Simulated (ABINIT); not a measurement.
Planning a run of ABINIT 10.8.3 on H6PbCNCl3 (Pm). The input:

```
acell 3*1.0 Angstrom
rprim 
  5.752832000000 0.000000000000 0.000000000000
  0.000000000000 5.764671000000 0.000000000000
  -0.002604000000 0.000000000000 5.855201000000
ntypat 5
znucl 1 82 6 7 17
natom 12
typat 1 1 1 1 1 1 2 3 4 5 5 5
xred 
  0.879476000000 0.500000000000 0.790423000000
  0.813252000000 0.344072000000 0.047387000000
  0.813252000000 0.655928000000 0.047387000000
  0.229661000000 0.354316000000 0.978538000000
  0.229661000000 0.645684000000 0.978538000000
  0.170957000000 0.500000000000 0.216412000000
  0.473988000000 0.000000000000 0.483874000000
  0.894268000000 0.500000000000 0.976848000000
  0.144932000000 0.500000000000 0.040731000000
  0.427891000000 0.000000000000 0.975558000000
  0.429192000000 0.500000000000 0.520036000000
  0.971826000000 0.000000000000 0.439660000000
pp_dirpath "pseudos"
pseudos "H.upf, Pb.upf, C.upf, N.upf, Cl.upf"
ecut 37
ngkpt 2 2 2
nshiftk 1
shiftk 0 0 0
kptopt 1
chksymbreak 0
istwfk *1
occopt 1
irdwfk 1
optdriver 4
nband 94
gwcalctyp 0
ecutsigx 37
symsigma 0
nkptgw 2
kptgw 
  0.5000000000 0.5000000000 0.5000000000
  0.0000000000 0.0000000000 0.0000000000
bdgw 
  28 31
  28 31
ecuteps 3.2
irdscr 1
ppmodel 1
indata_prefix "in"
outdata_prefix "out"
tmpdata_prefix "tmp"
```

```sh
OMP_NUM_THREADS=1 mpirun -n 4 abinit run.abi > log
```

Q: How long will it take on 4 MPI ranks of Arm Neoverse V1, shared host, and how much memory?

It took 17 s; on shared hardware allow 8.4 s to 34 s. Peak host memory was 1.8 GiB.

[Paths, hosts, dates, memory and timing lines, banners, echoed tables and standing remarks are left out of the program output.]

[Logs are printed without paths, hosts, clocks, repeated set-up lines and the standing remarks that a program may print on its own settings, such as how far it seeks lower states.]

[Runs of the session that timed out or met a known fault of the program may be left out.]

[Hosts, paths, dates, database ids (printed as entryN), source tags and the programs' standing remarks are cut or masked in the printed files.]

[G0W0 gaps are taken among the corrected bands and points alone; a level outside them can change the order at an edge.]

[Where Ansatz stands beside ABINIT at settings called matched, ABINIT's density can come from a denser mesh and the files from another edition; pairs whose starting gaps differed by over 0.03 eV were left out, so agreement reads better than it is.]
